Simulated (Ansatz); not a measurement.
# O on Ir(111): change of the work function, part 4 of 4

How does O on the fcc site change the work function of Ir(111) as the layer fills?

Ansatz 0.2.0; plane-wave DFT, PBE, Ansatz PAW.

So far, work function, upper face (eV): step 2 (the clean slab) 5.49; step 3 (37 atoms, coverage 0.111 ML, cell 3x3) 5.60; step 4 (17 atoms, coverage 0.25 ML, cell 2x2) 5.69.

## 5. Adsorbate added, k-mesh 6×6×1, coverage 0.5 ML

System of this step: Ir8O (O/Ir(111)). The cell holds 18 atoms: 16 Ir and 2 O. Its edges and angles: a = 5.431 Å, b = 5.431 Å, c = 26.080 Å, α = 90.0°, β = 90.0°, γ = 60.0°. Vacuum lies along c.

Another coverage, to see how the dipoles act on each other as their distance changes.

File input.yaml:

```yaml
crystal:
  lattice:
    - [5.4305800796, 0.0, 0.0]
    - [2.7152900398, 4.7030203062, 0.0]
    - [0.0, 0.0, 26.0803608748]
  atoms:
    - { symbol: Ir, position: [0.0, 0.0, 0.3450872495] }
    - { symbol: Ir, position: [0.1666666667, 0.1666666667, 0.4300947018] }
    - { symbol: Ir, position: [0.3333333333, 0.3333333333, 0.5150031947] }
    - { symbol: Ir, position: [0.0, 0.0, 0.5995040849] }
    - { symbol: Ir, position: [0.0, 0.5, 0.3450872495] }
    - { symbol: Ir, position: [0.1666666667, 0.6666666667, 0.4300947018] }
    - { symbol: Ir, position: [0.3333333333, 0.8333333333, 0.5150031947] }
    - { symbol: Ir, position: [0.0, 0.5, 0.5995040849] }
    - { symbol: Ir, position: [0.5, 0.0, 0.3450872495] }
    - { symbol: Ir, position: [0.6666666667, 0.1666666667, 0.4300947018] }
    - { symbol: Ir, position: [0.8333333333, 0.3333333333, 0.5150031947] }
    - { symbol: Ir, position: [0.5, 0.0, 0.5995040849] }
    - { symbol: Ir, position: [0.5, 0.5, 0.3450872495] }
    - { symbol: Ir, position: [0.6666666667, 0.6666666667, 0.4300947018] }
    - { symbol: Ir, position: [0.8333333333, 0.8333333333, 0.5150031947] }
    - { symbol: Ir, position: [0.5, 0.5, 0.5995040849] }
    - { symbol: O, position: [0.1666666667, 0.1666666667, 0.6549127505] }
    - { symbol: O, position: [0.6666666667, 0.1666666667, 0.6549127505] }
kpoints:
  mp_grid: { grid: [6, 6, 1] }
hamiltonian:
  xc: pbe
scf:
  occupations: { method: fermi_dirac, width: 0.1 }
  convergence: { dr2_threshold: 1.0e-08 }
efield:
  axis: 3
  dipole_correction: true
  ramp_position: 0.97
  ramp_width: 0.06
relax:
  f_tol: 0.02
  max_steps: 60
  constraints: [{ sites: [0, 1, 4, 5, 8, 9, 12, 13] }]
output:
  dos: { projected: true, e_range: [-8, 4] }
  write_potential: true
  write_density: true
  volumetric_format: npy
  elf: true
```

Launch:

```
$ ansatz run input.yaml --threads 4 --pin off --max-ram 16384MiB --backend cpu --events-out ev --progress --plain --runs-dir out
```

Standard output:

```text
[...]
Crystal: 18 atoms, lattice volume = 666.096 Å³
Basis set: ecut = 420 eV, 12993 PW (Γ), exchange–correlation on 80×80×360 points (8 copies of the dense FFT grid, shifted against one another)
Bands: 171, of which v1, the nominal top of the filled ones, is band 142 counted from 1 (141 counted from 0)
Symmetry: 4 space group operations
[...]
- { symbol: Ir, position: [0.00220634, 0.495587, 0.601136] }
[...]
- { symbol: Ir, position: [0.5, 0.500000, 0.345087] }
    - { symbol: Ir, position: [0.666667, 0.6666666667, 0.430095] }
    - { symbol: Ir, position: [0.833606, 0.832787, 0.516377] }
    - { symbol: Ir, position: [0.502206, 0.495587, 0.601136] }
    - { symbol: O, position: [0.165420, 0.169160, 0.651524] }
    - { symbol: O, position: [0.665420, 0.169160, 0.651524] }
[key lines of the parts left out:]
SCF converged after 7 iterations
Free energy (F): -192090.985008 eV
Fermi energy:    5.267960 eV
Dipole field:    D = -0.017921 V/Å  (p = -0.065969 e·Å, saw-weighted, corrected)
Work function:   Φ+ = 5.9644 eV   Φ− = 5.4970 eV
```

It took 4.6 min on 4 threads of Arm Neoverse V1, shared host; peak memory 3.1 GiB.

The steps of the relaxation:

```
step  energy less that of the first step (eV)  largest force component (eV/Å)
   1                                   0.0000                          1.8035
   2                                  -0.3885                          0.7594
   3                                  -0.4406                          0.3017
   4                                  -0.4543                          0.0273
   5                                  -0.4545                          0.0090
```

Forces are held to the 4 operations that the program found; a distortion that breaks them can't arise in this run.

The atoms that moved most (Å):

```
atom     dx      dy      dz  length
 Ir4  0.000  -0.102   0.108   0.149
Ir12  0.000  -0.102   0.108   0.149
 O18  0.000   0.012  -0.088   0.089
 O17  0.000   0.012  -0.088   0.089
Ir16  0.000  -0.021   0.043   0.047
 Ir8  0.000  -0.021   0.043   0.047
 Ir7  0.000  -0.003   0.036   0.036
Ir15  0.000  -0.003   0.036   0.036
```

The relaxed structure:

```
Ir O
1.0
     5.43058    0.00000    0.00000
     2.71529    4.70302    0.00000
     0.00000    0.00000   26.08036
Ir O
16 2
Cartesian
  0.0000 0.0000 9.0000
  1.3576 0.7838 11.2170
  2.7153 1.5705 13.4002
  0.0000 -0.1025 15.7435
  1.3576 2.3515 9.0000
  2.7153 3.1353 11.2170
  4.0729 3.9166 13.4673
  1.3576 2.3308 15.6779
  2.7153 0.0000 9.0000
  4.0729 0.7838 11.2170
  5.4306 1.5705 13.4002
  2.7153 -0.1025 15.7435
  4.0729 2.3515 9.0000
  5.4306 3.1353 11.2170
  6.7882 3.9166 13.4673
  4.0729 2.3308 15.6779
  1.3576 0.7956 16.9920
  4.0729 0.7956 16.9920
```

The density of states has structure finer than the step of the table below, so its rows give means over 0.25 eV. Peaks (eV: height): -5.200: 34.6, -3.550: 33.6, -3.490: 31.1, -3.160: 33.4, -3.070: 36.5, -2.980: 36.8, -1.800: 50.4.

Density of states against energy, zero at the Fermi level; means over each step:

```
energy (eV)  density of states (states/eV a cell)
      -7.75                                  7.80
      -7.50                                  11.8
      -7.25                                  13.9
      -7.00                                  17.6
      -6.75                                  18.7
      -6.50                                  17.3
      -6.25                                  22.2
      -6.00                                  19.0
      -5.75                                  16.2
      -5.50                                  13.6
      -5.25                                  20.5
      -5.00                                  14.8
      -4.75                                  19.3
      -4.50                                  21.0
      -4.25                                  17.1
      -4.00                                  21.8
      -3.75                                  22.0
      -3.50                                  25.7
      -3.25                                  27.3
      -3.00                                  27.4
      -2.75                                  17.1
      -2.50                                  14.4
      -2.25                                  16.6
      -2.00                                  18.8
      -1.75                                  25.3
      -1.50                                  17.9
      -1.25                                  16.7
      -1.00                                  19.5
      -0.75                                  21.9
      -0.50                                  17.8
      -0.25                                  16.8
       0.00                                  17.0
       0.25                                  18.9
       0.50                                  21.6
       0.75                                  21.0
       1.00                                  18.5
       1.25                                  16.7
       1.50                                  12.6
       1.75                                  6.25
```

The relaxation took 5 steps and lowered the energy by 0.45 eV; the largest force on the free atoms ends at 0.0090 eV/Å.

The covered face has 5.96 eV, +0.48 eV against the clean one; the bare back face has moved by +0.00 eV, a measure of how thin the slab is.

## 6. Adsorbate added, k-mesh 12×12×1, coverage 1 ML

System of this step: Ir4O (O/Ir(111)). The cell holds 5 atoms: 4 Ir and 1 O. Its edges and angles: a = 2.715 Å, b = 2.715 Å, c = 26.080 Å, α = 90.0°, β = 90.0°, γ = 60.0°. Vacuum lies along c.

Another coverage, to see how the dipoles act on each other as their distance changes.

input.yaml, the sections that differ from step 5:

```yaml
crystal:
  lattice:
    - [2.7152900398, 0.0, 0.0]
    - [1.3576450199, 2.3515101531, 0.0]
    - [0.0, 0.0, 26.0803608748]
  atoms:
    - { symbol: Ir, position: [0.0, 0.0, 0.3450872495] }
    - { symbol: Ir, position: [0.3333333333, 0.3333333333, 0.4300947018] }
    - { symbol: Ir, position: [0.6666666667, 0.6666666667, 0.5150031947] }
    - { symbol: Ir, position: [0.0, 0.0, 0.5995040849] }
    - { symbol: O, position: [0.3333333333, 0.3333333333, 0.6549127505] }
kpoints:
  mp_grid: { grid: [12, 12, 1] }
relax:
  f_tol: 0.02
  max_steps: 60
  constraints: [{ sites: [0, 1] }]
output:
  write_potential: true
  write_density: true
  volumetric_format: npy
# hamiltonian, scf, efield: as in step 5
```

Standard output:

```text
[...]
Crystal: 5 atoms, lattice volume = 166.524 Å³
Basis set: ecut = 420 eV, 3309 PW (Γ), exchange–correlation on 40×40×360 points (8 copies of the dense FFT grid, shifted against one another)
Bands: 45, of which v1, the nominal top of the filled ones, is band 37 counted from 1 (36 counted from 0)
Symmetry: 6 space group operations
[...]
F+E_penalty+E_count = -48305.32085834 eV   max|allowed force component| = 8.056e-3 eV/Å
  atoms:
    - { symbol: Ir, position: [-1.480297e-17, -1.480297e-17, 0.3450872495] }
    - { symbol: Ir, position: [0.333333, 0.333333, 0.4300947018] }
    - { symbol: Ir, position: [0.666667, 0.666667, 0.515817] }
    - { symbol: Ir, position: [-1.480297e-17, -1.480297e-17, 0.602979] }
    - { symbol: O, position: [0.333333, 0.333333, 0.652005] }
[key lines of the parts left out:]
SCF converged after 6 iterations
Free energy (F): -48305.320858 eV
Fermi energy:    5.534342 eV
Dipole field:    D = -0.024621 V/Å  (p = -0.022658 e·Å, saw-weighted, corrected)
Work function:   Φ+ = 6.1636 eV   Φ− = 5.5214 eV
```

Run time: 21 s. Hardware: 4 threads; peak memory 0.5 GiB.

The steps of the relaxation:

```
step  energy less that of the first step (eV)  largest force component (eV/Å)
   1                                   0.0000                          2.3082
   2                                  -0.1470                          0.8177
   3                                  -0.1816                          0.2725
   4                                  -0.1875                          0.0580
   5                                  -0.1876                          0.0081
```

Forces are held to the 6 operations that the program found; a distortion that breaks them can't arise in this run.

The atoms that moved most (Å):

```
atom     dx     dy      dz  length
 Ir4  0.000  0.000   0.091   0.091
  O5  0.000  0.000  -0.076   0.076
 Ir3  0.000  0.000   0.021   0.021
```

The relaxed structure:

```xyz
5
Lattice="2.7153 0.0000 0.0000 1.3576 2.3515 0.0000 0.0000 0.0000 26.0804" Properties=species:S:1:pos:R:3
Ir    0.0000    0.0000    9.0000
Ir    1.3576    0.7838   11.2170
Ir    2.7153    1.5677   13.4527
Ir    0.0000    0.0000   15.7259
O     1.3576    0.7838   17.0045
```

The relaxation took 5 steps and lowered the energy by 0.19 eV; the largest force on the free atoms ends at 0.0081 eV/Å.

The covered face has 6.16 eV, +0.68 eV against the clean one; the bare back face has moved by +0.03 eV, a measure of how thin the slab is.

## 7. Work function against coverage

This step: plane-wave DFT, PBE, Ansatz PAW; work function against coverage (Ansatz 0.2.0).

The runs are now put side by side.

This step gave:

- work function of the clean face: 5.486 eV
- largest change of the work function: 0.6772 eV

Work function of the covered face against coverage:

```
coverage (adsorbates/nm²)  work function of the covered face (eV)
                     0.00                                    5.49
                     1.74                                    5.60
                     3.92                                    5.69
                     7.83                                    5.96
                    15.66                                    6.16
```

The dipole per adsorbate comes from the change of the cell's dipole. Coverage, by row:

```
coverage (1/nm²)  coverage (ML)  work function (eV)  change (eV)  dipole per adsorbate, positive end outwards (debye)  mean height of the added atoms over the highest substrate atom (Å)
            1.74         0.1111               5.599       0.1128                                               -0.172                                                               1.286
           3.915           0.25               5.685        0.199                                               -0.137                                                               1.257
           7.831            0.5               5.964        0.478                                               -0.161                                                               1.248
           15.66              1               6.164       0.6772                                                -0.11                                                               1.279
```

## 8. What came out

* work function of the clean face: 5.49 eV
* work function at 0.11 ML: 5.60 eV
* work function at 0.25 ML: 5.69 eV
* work function at 0.5 ML: 5.96 eV
* work function at 1 ML: 6.16 eV
* dipole per adsorbate at 0.11 ML, positive end outwards: -0.17 D

At the lowest coverage O changes the work function of Ir(111) by under 0.15 eV, within the error of so thin a slab; the largest change, +0.68 eV, comes at higher coverage. The slab has 4 layers, at the tabulated experimental lattice constant, one starting site was run, and quantum-size effects of a slab this thin can reach one or two tenths of an eV.

[Long decimals in the printed logs are rounded to 6 places.]

[Logs are printed without paths, hosts, clocks, repeated set-up lines and the standing remarks that a program may print on its own settings, such as how far it seeks lower states.]

[Hosts, paths, dates, database ids (printed as entryN), source tags and the programs' standing remarks are cut or masked in the printed files.]

[Maps of the electrostatic potential energy from Ansatz leave out the sawtooth potential of an applied field or a dipole correction, so their vacuum need not be flat; planar profiles and work functions include it.]

[The density of states shown here was stored with 400 of the rows of the run's finer table, so its peaks can read low, often by over a quarter, or be missed, and its means over a window can be off by a tenth or more.]
